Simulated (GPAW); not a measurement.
**Work function of Li/W(100) at several levels**

Aim: the work function of both faces of Li/W(100), and its spread over functionals and bases.

Calculated with GPAW 26.7.0; GPAW, PAW setups; slab in vacuum, relaxation, in the first sound run; inputs show where later runs differ.

Report form: the programs' logs are mostly left out.

### Step 1. The starting structure

The cell holds 6 atoms: 5 W and 1 Li. Cell: a = 3.160 Å, b = 3.160 Å, c = 24.389 Å, α = 90.0°, β = 90.0°, γ = 90.0°. Vacuum lies along c.

### Step 2. Relaxing the atoms

Forces are removed first; all later runs use this geometry. The lowest 3 atoms are held at bulk positions and keep their forces.

File run.py:

```python
import json
import numpy as np
from ase import Atoms
from ase.constraints import FixAtoms
from ase.optimize import BFGS
from gpaw import GPAW, PW

slab = Atoms(
    ['W', 'W', 'W', 'W', 'W', 'Li'],
    positions=[
        [0.00000, 0.00000, 8.00000],
        [1.58000, 1.58000, 9.58000],
        [0.00000, 0.00000, 11.16000],
        [1.58000, 1.58000, 12.74000],
        [0.00000, 0.00000, 14.32000],
        [1.58000, 1.58000, 16.38863]],
    cell=[[3.16, 0.0, 0.0], [0.0, 3.16, 0.0], [0.0, 0.0, 24.38863]],
    pbc=[True, True, False])

slab.calc = GPAW(mode=PW(400), xc='PBE', kpts={'size': (10, 10, 1), 'gamma': True},
                 occupations={'name': 'fermi-dirac', 'width': 0.1}, nbands='300%',
                 convergence={'density': 1e-05}, maxiter=200,
                 poissonsolver={'dipolelayer': 'xy'},
                 symmetry={'tolerance': 1e-3, 'extra_ids': [1, 1, 1, 0, 0, 0]}, txt='slab.txt')
result = {}
slab.set_constraint(FixAtoms([0, 1, 2]))
path = []
opt = BFGS(slab, maxstep=0.2)
opt.attach(lambda: path.append((slab.get_potential_energy(), slab.positions.tolist(), slab.get_forces().tolist())))
result['relaxed'] = bool(opt.run(fmax=0.03, steps=40))
result['path'] = path
energy = slab.get_potential_energy()
fermi = slab.calc.get_fermi_level()
v = slab.calc.get_electrostatic_potential().mean((0, 1)) - fermi
n = slab.calc.get_pseudo_density().mean((0, 1))
L = slab.cell[2, 2]
z = np.arange(len(v)) * L / len(v)
low, high = slab.positions[:, 2].min(), slab.positions[:, 2].max()
below, above = np.interp([low - 5.8, high + 5.8], z, v)
slopes = [np.interp(x, z, np.gradient(v, z)) for x in (low - 5.8, high + 5.8)]
eps = np.array([[slab.calc.get_eigenvalues(k, s) for k in range(len(slab.calc.get_ibz_k_points()))]
                for s in range(slab.calc.get_number_of_spins())]) - fermi
top, bottom = eps[eps < 0].max(), eps[eps > 0].min()
dipole = slab.get_dipole_moment()[2]
print(f'energy {energy:.4f} eV, Fermi level {fermi:.4f} eV, dipole {dipole:.5f} e A')
print(f'potential 5.8 A off the faces, from the Fermi level: lower {below:.4f} eV, upper {above:.4f} eV')
print(f'slope of the potential there: lower {slopes[0]:.5f}, upper {slopes[1]:.5f} eV/A')
print(f'nearest levels on the mesh: {top:.4f} and {bottom:.4f} eV')
print('magnetic moment', round(slab.get_magnetic_moment(), 3))
result.update(energy=energy, fermi=fermi, dipole=dipole, below=below, above=above, slopes=slopes, edges=[top, bottom],
              z=z.tolist(), v=v.tolist(), n=n.tolist(), positions=slab.positions.tolist(),
              forces=slab.get_forces(apply_constraint=False).tolist(), moments=slab.get_magnetic_moments().tolist())
json.dump(result, open('result.json', 'w'))
```

On the command line:

```
> OMP_NUM_THREADS=1 OPENBLAS_NUM_THREADS=1 python run.py
```

Run time: 36 min. Hardware: 1 thread of Intel Xeon at 2.80GHz (Skylake/Cascade Lake), shared host; peak memory 0.37 GiB.

Relaxation path:

```
step  energy less that of the first step (eV)  largest force (eV/Å)
   1                                   0.0000                0.9648
   2                                  -0.0150                0.7187
   3                                  -0.0378                0.3952
   4                                  -0.0408                0.3828
   5                                  -0.0686                0.4250
   6                                  -0.0739                0.3122
   7                                  -0.0795                0.3632
   8                                  -0.0840                0.4002
   9                                  -0.0917                0.3311
  10                                  -0.0958                0.1539
  11                                  -0.0964                0.0341
  12                                  -0.0964                0.0030
```

The atoms that moved most (Å):

```
atom     dx     dy      dz  length
 Li6  0.000  0.000  -0.310   0.310
  W5  0.000  0.000  -0.053   0.053
  W4  0.000  0.000   0.040   0.040
```

The relaxed structure:

```xyz
6
Lattice="3.1600 0.0000 0.0000 0.0000 3.1600 0.0000 0.0000 0.0000 24.3886" Properties=species:S:1:pos:R:3
W     0.0000    0.0000    8.0000
W     1.5800    1.5800    9.5800
W     0.0000    0.0000   11.1600
W     1.5800    1.5800   12.7798
W     0.0000    0.0000   14.2668
Li    1.5800    1.5800   16.0787
```

Numbers from this step:

```
dipole along the normal                    : 0.06396 e·Å
levels nearest the Fermi level on the mesh : -0.008735, 0.001796 eV from the Fermi level
upper work function                        : 3.084 eV
lower work function                        : 4.238 eV
```

Table of electrostatic potential energy of an electron (without an applied field's), less the Fermi level, planar mean by z:

```
z (Å)  electrostatic potential energy of an electron (without an applied field's), less the Fermi level, planar mean (eV)
  0.0                                                                                                                3.66
  0.5                                                                                                                4.24
  1.0                                                                                                                4.24
  1.5                                                                                                                4.24
  2.0                                                                                                                4.24
  2.5                                                                                                                4.24
  3.0                                                                                                                4.24
  3.5                                                                                                                4.24
  4.0                                                                                                                4.23
  4.5                                                                                                                4.22
  5.0                                                                                                                4.18
  5.5                                                                                                                4.06
  6.0                                                                                                                3.72
  6.5                                                                                                                2.67
  7.0                                                                                                              -0.470
  7.5                                                                                                               -9.74
  8.0                                                                                                               -19.9
  8.5                                                                                                               -11.7
  9.0                                                                                                               -10.4
  9.5                                                                                                               -20.1
 10.0                                                                                                               -13.9
 10.5                                                                                                               -9.78
 11.0                                                                                                               -19.3
 11.5                                                                                                               -15.5
 12.0                                                                                                               -8.41
 12.5                                                                                                               -16.9
 13.0                                                                                                               -18.4
 13.5                                                                                                               -10.3
 14.0                                                                                                               -17.2
 14.5                                                                                                               -16.8
 15.0                                                                                                               -4.45
 15.5                                                                                                              -0.489
 16.0                                                                                                               -1.60
 16.5                                                                                                              -0.252
 17.0                                                                                                                1.62
 17.5                                                                                                                2.49
 18.0                                                                                                                2.85
 18.5                                                                                                                3.00
 19.0                                                                                                                3.05
 19.5                                                                                                                3.07
 20.0                                                                                                                3.08
 20.5                                                                                                                3.08
 21.0                                                                                                                3.08
 21.5                                                                                                                3.08
 22.0                                                                                                                3.08
 22.5                                                                                                                3.08
 23.0                                                                                                                3.08
 23.5                                                                                                                3.08
 24.0                                                                                                                3.10
```

The pseudo valence density, planar mean oscillates, so the rows of the table below give means over windows of 1.63 Å about each position, cut where the curve ends. Its maxima inside the range that stand out by 2 % of the span (Å: e/Å³): 7.9: 1.31, 9.6: 1.36, 11.2: 1.37, 12.8: 1.37, 14.2: 1.35. Its minima: 8.7: 0.534, 10.4: 0.520, 12.0: 0.495, 13.6: 0.605.

Table of pseudo valence density, planar mean by z; means over each step:

```
z (Å)  pseudo valence density, planar mean (e/Å³)
 2.44                                      8.6e-6
 4.07                                      3.3e-4
 5.71                                      0.0121
 7.33                                       0.538
 8.96                                       0.895
10.59                                       0.892
12.22                                       0.871
13.85                                       0.922
15.48                                       0.207
17.11                                      0.0227
18.75                                     0.00169
20.38                                      6.9e-5
```

The relaxation lowered the energy of the cell by 0.0964 eV (energies extrapolated to zero smearing; the optimiser's log prints free energies). The largest force left on a free atom is 0.0030 eV/Å.

### Step 3. Plane waves, PBE

The work function is the vacuum plateau of the electrostatic potential less the Fermi level; a dipole layer lets the two faces have plateaus of their own.

This step: GPAW, PAW setups; slab in vacuum (GPAW 26.7.0).

Edit run.py of step 2 so:

```diff
@@ -3,4 +3,2 @@
 from ase import Atoms
-from ase.constraints import FixAtoms
-from ase.optimize import BFGS
 from gpaw import GPAW, PW
@@ -13,5 +11,5 @@
         [0.00000, 0.00000, 11.16000],
-        [1.58000, 1.58000, 12.74000],
-        [0.00000, 0.00000, 14.32000],
-        [1.58000, 1.58000, 16.38863]],
+        [1.58000, 1.58000, 12.77978],
+        [-0.00000, -0.00000, 14.26678],
+        [1.58000, 1.58000, 16.07871]],
     cell=[[3.16, 0.0, 0.0], [0.0, 3.16, 0.0], [0.0, 0.0, 24.38863]],
@@ -23,10 +21,4 @@
                  poissonsolver={'dipolelayer': 'xy'},
-                 symmetry={'tolerance': 1e-3, 'extra_ids': [1, 1, 1, 0, 0, 0]}, txt='slab.txt')
+                 symmetry={'tolerance': 1e-3}, txt='slab.txt')
 result = {}
-slab.set_constraint(FixAtoms([0, 1, 2]))
-path = []
-opt = BFGS(slab, maxstep=0.2)
-opt.attach(lambda: path.append((slab.get_potential_energy(), slab.positions.tolist(), slab.get_forces().tolist())))
-result['relaxed'] = bool(opt.run(fmax=0.03, steps=40))
-result['path'] = path
 energy = slab.get_potential_energy()
```

Run time: 4.8 min. Hardware: 1 thread; peak memory 0.37 GiB.

This step gave:

- dipole along the normal: 0.06380 e·Å
- levels nearest the Fermi level on the mesh: -0.008770, 0.001816 eV from the Fermi level

The electrostatic potential energy of an electron (without an applied field's), less the Fermi level, planar mean by z:

(Unchanged from step 2.)

The pseudo valence density, planar mean oscillates, so the rows of the table below give means over windows of 1.63 Å about each position, cut where the curve ends. Its maxima inside the range that stand out by 2 % of the span (Å: e/Å³): 7.9: 1.31, 9.6: 1.36, 11.2: 1.37, 12.8: 1.37, 14.2: 1.35. Its minima: 8.7: 0.534, 10.4: 0.520, 12.0: 0.495, 13.6: 0.605.

Table of pseudo valence density, planar mean by z; means over each step:

z (Å), pseudo valence density, planar mean (e/Å³) and a bar:
```
     2.44       0.00 
     4.07       0.00 
     5.71       0.01 
     7.33       0.54 ##################
     8.96       0.89 #############################
    10.59       0.89 #############################
    12.22       0.87 ############################
    13.85       0.92 ##############################
    15.48       0.21 #######
    17.11       0.02 #
    18.75       0.00 
    20.38       0.00
```

Force by atom:

```
atom  x (eV/Å)  y (eV/Å)  z (eV/Å)  size
  W1      0.00      0.00      1.25  1.25
  W2      0.00      0.00     -1.39  1.39
  W3      0.00      0.00      0.14  0.14
  W4      0.00      0.00      0.00  0.00
  W5      0.00      0.00      0.00  0.00
 Li6      0.00      0.00      0.00  0.00
```

The potential is flat to 6.2e-4 eV/Å where it is read, so the vacuum is wide enough.

### Step 4. OptPBE vdW: xc = "optPBE-vdW"

The same geometry under optPBE-vdW, to see how far the functional moves the levels against the vacuum (the van der Waals functionals take revPBE setups).

Edit run.py of step 3 so:

```diff
@@ -17,3 +17,3 @@
 
-slab.calc = GPAW(mode=PW(400), xc='PBE', kpts={'size': (10, 10, 1), 'gamma': True},
+slab.calc = GPAW(mode=PW(400), xc='optPBE-vdW', kpts={'size': (10, 10, 1), 'gamma': True},
                  occupations={'name': 'fermi-dirac', 'width': 0.1}, nbands='300%',
```

The job ended after 5.2 min (1 thread; peak memory 0.51 GiB).

This step gave:

```yaml
dipole_along_the_normal: 0.06912 e·Å
levels_nearest_the_fermi_level_on_the_mesh: -0.04980, 0.003419 eV from the Fermi level
upper_work_function: 3.195 eV
lower_work_function: 4.445 eV
```

The electrostatic potential energy of an electron (without an applied field's), less the Fermi level, planar mean oscillates, so the rows of the table below give means over windows of 1.63 Å about each position, cut where the curve ends. Its maxima inside the range that stand out by 2 % of the span (Å: eV): 1.1: 4.45, 8.7: -8.65, 10.4: -9.06, 12.0: -8.39, 13.5: -10.2, 15.5: -0.493. Its minima: 8.0: -20.0, 9.6: -20.6, 11.2: -20.6, 12.8: -20.6, 14.2: -20.0, 16.1: -1.70.

The electrostatic potential energy of an electron (without an applied field's), less the Fermi level, planar mean by z; means over each step:

z (Å), electrostatic potential energy of an electron (without an applied field's), less the Fermi level, planar mean (eV) and a bar from the least value:
```
     0.81        4.4 ##############################
     2.44        4.4 ##############################
     4.07        4.4 ##############################
     5.71        3.9 #############################
     7.33       -7.6 ###########
     8.96      -14.5 #
    10.59      -14.8 
    12.22      -14.3 #
    13.85      -15.0 
    15.48       -2.8 ###################
    17.11        1.5 #########################
    18.75        3.1 ############################
    20.38        3.2 ############################
    22.00        3.2 ############################
    23.64        3.2 ############################
```

The pseudo valence density, planar mean oscillates, so the rows of the table below give means over windows of 1.63 Å about each position, cut where the curve ends. Its maxima inside the range that stand out by 2 % of the span (Å: e/Å³): 7.9: 1.31, 9.6: 1.36, 11.2: 1.37, 12.8: 1.37, 14.2: 1.35. Its minima: 8.7: 0.533, 10.4: 0.520, 12.0: 0.495, 13.6: 0.605.

Pseudo valence density, planar mean against z; means over each step:

```
z (Å)  pseudo valence density, planar mean (e/Å³)
 2.44                                      1.4e-5
 4.07                                      4.2e-4
 5.71                                      0.0123
 7.33                                       0.538
 8.96                                       0.895
10.59                                       0.892
12.22                                       0.871
13.85                                       0.922
15.48                                       0.207
17.11                                      0.0226
18.75                                     0.00183
20.38                                      1.0e-4
```

Force by atom:

```
atom  x (eV/Å)  y (eV/Å)  z (eV/Å)  size
  W1      0.00      0.00      0.84  0.84
  W2      0.00      0.00     -1.39  1.39
  W3      0.00      0.00      0.12  0.12
  W4      0.00      0.00      0.02  0.02
  W5      0.00      0.00      0.34  0.34
 Li6      0.00      0.00      0.06  0.06
```

The upper face's work function is 3.195 eV, against 3.084 eV in the first plane-wave PBE run at this geometry.

[end of part 1 of 2]

[Logs are printed without paths, hosts, clocks, repeated set-up lines and the standing remarks that a program may print on its own settings, such as how far it seeks lower states.]

[Hosts, paths, dates, database ids (printed as entryN), source tags and the programs' standing remarks are cut or masked in the printed files.]
